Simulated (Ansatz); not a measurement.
## Optical response of KTaCl3 (model structure)

Aim: the dielectric function of KTaCl3 (model structure), and the optical constants that follow from it. The structure is a model built here, which may or may not match a known phase. It was built so: All F replaced by Cl and V replaced by Ta in the Pm-3m structure of KVF3. The cell given below was relaxed beforehand with Ansatz.

Calculated with Ansatz 0.2.0; DFT, PBE, plane-wave PAW, default files, scalar-relativistic, independent-particle optical response without local fields.

## 1. The structure

The structure is cubic, space group Pm-3m (No. 221). The conventional cell has a = 4.967 Å, b = 4.967 Å, c = 4.967 Å, α = 90.00°, β = 90.00°, γ = 90.00°. Nearest to Ta lie 6 Cl at 2.48 Å. Nearest to K lie 12 Cl at 3.51 Å. Nearest to Cl lie 2 Ta at 2.48 Å and 4 K at 3.51 Å. All F replaced by Cl and V replaced by Ta in the Pm-3m structure of KVF3. Farther neighbours and most contacts between anions are not listed.

## 2. Spectrum

With the density converged, the vertical transitions are summed over the zone.

Input file input.yaml:

```yaml
crystal:
  lattice:
    - [4.9672513836, 0.0, 0.0]
    - [0.0, 4.9672513836, 0.0]
    - [0.0, 0.0, 4.9672513836]
  atoms:
    - { symbol: Ta, position: [0.5, 0.5, 0.5] }
    - { symbol: K, position: [0.0, 0.0, 0.0] }
    - { symbol: Cl, position: [0.5, 0.0, 0.5] }
    - { symbol: Cl, position: [0.0, 0.5, 0.5] }
    - { symbol: Cl, position: [0.5, 0.5, 0.0] }
kpoints:
  mp_grid: { grid: [6, 6, 6] }
scf:
  occupations: { method: fermi_dirac, width: 0.1 }
hamiltonian:
  xc: pbe
  pseudopotentials: { kind: paw }
output:
  optics:
    e_range: [0, 20]
    de: 0.05
    sigma: 0.15
    drude_damping: 0.1
    nscf_kmesh: { grid: [7, 7, 7] }
    bands: auto
```

On the command line:

```console
> ansatz run input.yaml --threads 2 --pin off --max-ram 5120MiB --backend cpu --events-out ev --progress --plain --runs-dir out
```

Numbers of over 12 decimals in the logs are rounded to 6 here.

The log of the run:

```text
Engine: ansatz 0.2.0, x86_64-unknown-linux-gnu
Pseudopotentials: kind: paw
Pseudopotential: Ta, paw, valence charge 13, recommended cutoff 420 eV (normal), Ta.paw.azcp
Pseudopotential: K, paw, valence charge 9, recommended cutoff 420 eV (normal), K.paw.azcp
Pseudopotential: Cl, paw, valence charge 7, recommended cutoff 420 eV (normal), Cl.paw.azcp
Functional definition: PBE
  parameter kappa = 0.804
  parameter beta = 0.066725
  exchange = pbe_x(kappa = kappa, mu = beta*pi^2/3)
  correlation = pbe_c(beta = beta)
Crystal: 5 atoms, lattice volume = 122.560 Å³
Basis set: ecut = 420 eV, 2373 PW (Γ)
Bands: 27, of which v1, the nominal top of the filled ones, is band 22 counted from 1 (21 counted from 0)
Symmetry: 48 space group operations
Space group: Pm-3m (ITA 221), of the structure as read, at distance tolerance 5.0e-5 Å
k-points: 20 of 216
Non-local potential: Ta, projectors of the file, l = 0: 3, l = 1: 2, l = 2: 2, l = 3: 1
Non-local potential: K, projectors of the file, l = 0: 3, l = 1: 2, l = 2: 2
Non-local potential: Cl, projectors of the file, l = 0: 2, l = 1: 2, l = 2: 2
PAW form: soft (Blöchl's): semilocal exchange-correlation on the pseudo side does not see the compensation charge
PAW one-centre angular grid: Ta, 590 points (default); XC on 64 Gauss nodes
PAW one-centre angular grid: K, 110 points (default); XC on 64 Gauss nodes
PAW one-centre angular grid: Cl, 110 points (default); XC on 64 Gauss nodes
Initial density: superposition of atomic densities (neutral atoms: chi_scale 0, normalization atom), corrected by the library's trained network
Initial wavefunctions: pseudopotential atomic-orbital guess
Functional: x = pbe(κ = 0.804, μ = 0.219515), c = pbe(β = 0.066725)
SCF iter   1: F=—  HF=-14713.043807 eV  |F-HF|=—  |Δ(HF+E_count)|=         —  Δρ=2.77e-3  dr2=9.37e-3  ethr=1.77e-3  ⟨swp⟩=7.0  Hψ=2665  notcnv=0
preconditioner: auto → LDOS  [metal: Δε(μ)=0.041 eV  Ē_g=11.642 eV  σ=0.100 eV  W_gap=0.10  n_scr=26 (ndim 8)  ℏωp=19.3 eV  f_vac=0.048  D(μ)=4.09/eV (n_scr^D=26)  β→1.0]
SCF iter   2: F=—  HF=-14713.042167 eV  |F-HF|=—  |Δ(HF+E_count)|=   1.64e-3  Δρ=1.02e-3  dr2=2.31e-3  ethr=2.18e-5  ⟨swp⟩=1.7  Hψ=730  notcnv=0
SCF iter   3: F=—  HF=-14713.041721 eV  |F-HF|=—  |Δ(HF+E_count)|=   4.46e-4  Δρ=5.51e-4  dr2=6.48e-4  ethr=5.38e-6  ⟨swp⟩=2.2  Hψ=752  notcnv=0
SCF iter   4: F=—  HF=-14713.041563 eV  |F-HF|=—  |Δ(HF+E_count)|=   1.58e-4  Δρ=2.24e-4  dr2=5.75e-5  ethr=1.51e-6  ⟨swp⟩=2.0  Hψ=919  notcnv=0
SCF iter   5: F=—  HF=-14713.041547 eV  |F-HF|=—  |Δ(HF+E_count)|=   1.63e-5  Δρ=3.24e-5  dr2=7.85e-7  ethr=1.34e-7  ⟨swp⟩=2.0  Hψ=900  notcnv=0
SCF iter   6: F=—  HF=-14713.041555 eV  |F-HF|=—  |Δ(HF+E_count)|=   8.49e-6  Δρ=7.02e-6  dr2=4.71e-8  ethr=1.83e-9  ⟨swp⟩=2.0  Hψ=963  notcnv=0
SCF iter   7: F=—  HF=-14713.041556 eV  |F-HF|=—  |Δ(HF+E_count)|=   5.24e-8  Δρ=1.36e-6  dr2=2.07e-9  ethr=1.10e-10  ⟨swp⟩=2.0  Hψ=839  notcnv=0
SCF iter   8: F=—  HF=-14713.041556 eV  |F-HF|=—  |Δ(HF+E_count)|=  9.39e-10  Δρ=2.92e-7  dr2=1.09e-10  ethr=4.80e-12  ⟨swp⟩=2.5  Hψ=1040  notcnv=0
SCF iter   9: F=-14713.041556 eV  HF=-14713.041556 eV  |F-HF|=5.46e-12  |Δ(HF+E_count)|=  7.28e-12  Δρ=3.80e-8  dr2=1.24e-12  ethr=1.00e-12  ⟨swp⟩=3.5  Hψ=1412  notcnv=0
SCF 1 converged in 9 iterations: F = -14713.041556 eV  dr2 = 1.24e-12
  greatest PAW one-centre occupation: 0.999 electrons in one spin orbital (limit 2), on the Ta atom at site 0 (counted from 0), in its partial waves of l = 0
NSCF: frozen V_eff on 20 k-points
output.optics: what the bands over the 109 summed would add to eps1, eps2 and the energy-loss function is held between a lower and an upper bound (6 Lanczos steps). eps1, eps2 and their loss function (loss_summed_bands) are given on every row as the summed bands alone make them. Along an axis, on a row where the two bounds hold the loss function to about 1 % of the greater of itself and 0.5 % of |1/eps|, its cell (loss_completed) is given, with the completed eps1 and eps2 that it is formed of (a cell that is left empty reads nan in the table and null in the record). The two bounds hold it so along every axis on all 400 rows up to 20.000 eV. [rest of the remark cut]
SCF converged after 9 iterations
Free energy (F): -14713.041556 eV
Harris-Foulkes:  -14713.041556 eV  (|F-HF|=5.46e-12)
Internal energy: -14712.912299 eV  (E = F + TS)
E sigma→0 (E₀):  -14712.976927 eV
Entropy (-TS):   -0.129256 eV (-25.851 meV/atom)
Fermi energy:    8.648798 eV
--- Per-component energies (eV) ---
  E_band       = -368.253785
  E_kinetic    = 1109.585394
  E_local      = -2388.047035  (includes V_loc(G=0)·N_el)
  E_nonlocal   = 112.604063
  E_hartree    = 833.223243
  E_xc         = -675.153219
  E_vxc        = -735.391547  (∫ρ·V_xc dr)
  E_paw        = -11157.132019  (= ΣΔE_a)
  E_vpaw       = -133.451600  (= ΣTr[D̂ρ^β])
  E_aug_tail   = 0.000421  (compensation charges beyond the density's cutoff)
  E_ewald      = -2547.993148
  E_smearing   = -0.129256  (= −TS)
  E_closure    = 0.000000  (closes the sum)
  Σ components = -14713.041556   (vs F -14713.041556, Δ=0.00e0)
--- Band table (eV; the first three rows and the last of 20) ---
  k-point 0: bands = [... 18 lower, 3.3882, 3.3882, 7.1554, 7.1554, 7.1554, 9.0761, 9.0761, 9.2602, ... 1 higher]
  k-point 1: bands = [... 18 lower, 3.3161, 3.3161, 7.1779, 7.5573, 7.5573, 9.0801, 9.3006, 9.8525, ... 1 higher]
  k-point 2: bands = [... 18 lower, 3.2607, 3.2607, 7.2241, 8.3948, 8.3948, 9.0878, 9.4334, 10.7438, ... 1 higher]
  k-point 19: bands = [... 18 lower, 3.8588, 3.8588, 9.9109, 9.9109, 9.9109, 10.6574, 11.4749, 11.4749, ... 1 higher]
```

It took 2.3 min on 2 threads of AMD EPYC 7R43, shared host; peak memory 1.4 GiB; 2.5 min of CPU time.

Numbers from this step:

- main peak of the optical conductivity above 1 eV, first axis: 7.701 eV
- centre of weight of the strongest loss peak in the window: 2.172 eV
- Drude plasma energy, first axis: 4.255 eV
- bands summed: 109
- spectra valid up to: 34.87 eV
- program's estimate of the k-sum error in Im epsilon: 0.16 %
- electrons in the f-sum: 35.88

Im ε, any direction against photon energy; read off at these points:

photon energy (eV), Im ε, any direction and a bar:
```
     0.50       16.4 ##############################
     1.00        2.6 ####
     1.50        1.1 #
     2.00        0.4 
     2.50        0.7 #
     3.00        0.3 
     3.50        0.3 
     4.00        1.0 #
     4.50        0.3 
     5.00        0.9 #
     5.50        3.4 ######
     5.80        4.5 ########
     6.00        4.0 #######
     6.50        3.1 #####
     7.00        2.1 ###
     7.50        4.2 #######
     7.70        5.6 ##########
     8.00        4.5 ########
     8.50        3.8 #######
     9.00        4.5 ########
     9.10        4.6 ########
     9.50        4.1 #######
    10.00        2.8 #####
    10.35        3.3 ######
    10.50        3.2 #####
    11.00        2.7 ####
    11.50        2.2 ####
    12.00        2.5 ####
    12.50        1.9 ###
    13.00        1.8 ###
    13.50        1.9 ###
    14.00        1.4 ##
    14.50        1.4 ##
    15.00        1.4 ##
    15.50        1.8 ###
    16.00        1.7 ###
    16.25        2.0 ###
    16.50        1.6 ##
    17.00        1.2 ##
    17.50        0.8 #
    18.00        0.9 #
    18.50        0.9 #
    19.00        0.9 #
    19.50        1.0 #
    20.00        1.2 ##
```

The Re ε, any direction by photon energy:

```csv
photon energy (eV),"Re ε, any direction"
1,-15.5
2,-1.02
3,1.88
4,3.22
5,5.32
6,3.22
7,3.09
8,1.91
9,1.77
10,0.327
11,-0.109
12,0.367
13,0.441
14,0.238
15,0.792
16,0.377
17,-0.206
18,0.333
19,0.491
20,0.655
```

Table of refractive index n and extinction k by photon energy:

| photon energy (eV) | n | k |
| --- | --- | --- |
| 0.5 | 0.963 | 8.53 |
| 1.0 | 0.330 | 3.95 |
| 1.5 | 0.238 | 2.23 |
| 2.0 | 0.180 | 1.03 |
| 2.5 | 0.952 | 0.355 |
| 3.0 | 1.38 | 0.125 |
| 3.5 | 1.70 | 0.0877 |
| 4.0 | 1.82 | 0.271 |
| 4.5 | 1.90 | 0.0871 |
| 5.0 | 2.32 | 0.205 |
| 5.5 | 2.46 | 0.684 |
| 6.0 | 2.04 | 0.975 |
| 6.5 | 1.77 | 0.875 |
| 7.0 | 1.84 | 0.557 |
| 7.5 | 2.44 | 0.856 |
| 8.0 | 1.84 | 1.21 |
| 8.5 | 1.77 | 1.08 |
| 9.0 | 1.81 | 1.23 |
| 9.5 | 1.57 | 1.31 |
| 10.0 | 1.26 | 1.12 |
| 10.5 | 1.35 | 1.20 |
| 11.0 | 1.13 | 1.18 |
| 11.5 | 1.13 | 0.987 |
| 12.0 | 1.20 | 1.04 |
| 12.5 | 0.992 | 0.946 |
| 13.0 | 1.08 | 0.854 |
| 13.5 | 0.964 | 0.979 |
| 14.0 | 0.902 | 0.759 |
| 14.5 | 0.986 | 0.719 |
| 15.0 | 1.10 | 0.652 |
| 15.5 | 1.04 | 0.886 |
| 16.0 | 1.03 | 0.832 |
| 16.5 | 0.815 | 0.983 |
| 17.0 | 0.703 | 0.837 |
| 17.5 | 0.664 | 0.574 |
| 18.0 | 0.810 | 0.568 |
| 18.5 | 0.849 | 0.505 |
| 19.0 | 0.875 | 0.524 |
| 19.5 | 0.974 | 0.494 |
| 20.0 | 1.00 | 0.593 |

The loss function −Im 1/ε at q → 0, any direction has structure finer than the step of the table below, so its rows give means over 1 eV, whole bins alone (the curve runs from 0.3 to 20 eV). Peaks (eV: height): 2.1: 2.49, 17.5: 1.28.

Loss function −Im 1/ε at q → 0, any direction against energy loss; means over each step:

```
energy loss (eV)  loss function −Im 1/ε at q → 0, any direction
               1                                         0.0142
               2                                          0.627
               3                                          0.166
               4                                         0.0624
               5                                         0.0383
               6                                          0.144
               7                                          0.146
               8                                          0.173
               9                                          0.208
              10                                          0.296
              11                                          0.379
              12                                          0.437
              13                                          0.507
              14                                          0.649
              15                                          0.550
              16                                          0.550
              17                                          0.897
              18                                           1.02
              19                                          0.817
```

Values under 1 per cm are given as 1. The absorption coefficient, any direction by photon energy:

```
photon energy (eV)  absorption coefficient, any direction (1/cm)
               0.5                                         4.3e5
               1.0                                         4.0e5
               1.5                                         3.4e5
               2.0                                         2.1e5
               2.5                                         89945
               3.0                                         37977
               3.5                                         31117
               4.0                                         1.1e5
               4.5                                         39707
               5.0                                         1.0e5
               5.5                                         3.8e5
               6.0                                         5.9e5
               6.5                                         5.8e5
               7.0                                         4.0e5
               7.5                                         6.5e5
               8.0                                         9.8e5
               8.5                                         9.3e5
               9.0                                         1.1e6
               9.5                                         1.3e6
              10.0                                         1.1e6
              10.5                                         1.3e6
              11.0                                         1.3e6
              11.5                                         1.2e6
              12.0                                         1.3e6
              12.5                                         1.2e6
              13.0                                         1.1e6
              13.5                                         1.3e6
              14.0                                         1.1e6
              14.5                                         1.1e6
              15.0                                         9.9e5
              15.5                                         1.4e6
              16.0                                         1.3e6
              16.5                                         1.6e6
              17.0                                         1.4e6
              17.5                                         1.0e6
              18.0                                         1.0e6
              18.5                                         9.5e5
              19.0                                         1.0e6
              19.5                                         9.8e5
              20.0                                         1.2e6
```

At chosen wavelengths:

```
wavelength (nm)     n      k  R (%)     1/α
           1064  0.28  3.248   90.7   26 nm
            800  0.23  2.104   84.2   30 nm
            633  0.18  1.146   73.3   44 nm
            450  1.17  0.181    1.3  197 nm
            365  1.63  0.089    5.9  325 nm
            308  1.81  0.267    9.2   92 nm
            248  2.32  0.204   16.1   97 nm
```

A polished face would reflect 24 % of daylight and look orange (CIE x = 0.586, y = 0.382 under D65).

## 3. Outcome

- main peak of the optical conductivity above 1 eV, first axis: 7.70 eV
- Drude plasma energy, first axis: 4.26 eV
- centre of weight of the strongest loss peak in the window, first axis: 2.17 eV

What this shows: At this level (PBE, independent particles) KTaCl3 is a metal with a Drude plasma energy of 4.3 eV; it reflects 7 % at 550 nm. Along x the bare Drude plasma energy is 4.3 eV; Re ε first rises through zero at 2.17 eV, far lower, because interband transitions screen the carriers. A polished face would reflect 24 % of daylight and look orange (CIE x = 0.586, y = 0.382 under D65). In the base run ε includes the program's bounded estimate of what the bands above those summed add. The carriers' damping of 0.1 eV is typed, not computed; at 0.8 eV the carriers give 77 % of Im ε along the first axis; the rest comes from the sum over bands, which at low energy also holds close bands and the noise of the mesh. The run has no spin polarisation; magnetic order or correlation, untested here, could change the spectrum. Spin-orbit coupling is left out although heavy atoms are present. The Fermi-Dirac width of 0.1 eV acts as an electron temperature of 1200 K in the carriers' term.

[Logs are printed without paths, hosts, clocks, repeated set-up lines and the standing remarks that a program may print on its own settings, such as how far it seeks lower states.]

[Hosts, paths, dates, database ids (printed as entryN), source tags and the programs' standing remarks are cut or masked in the printed files.]
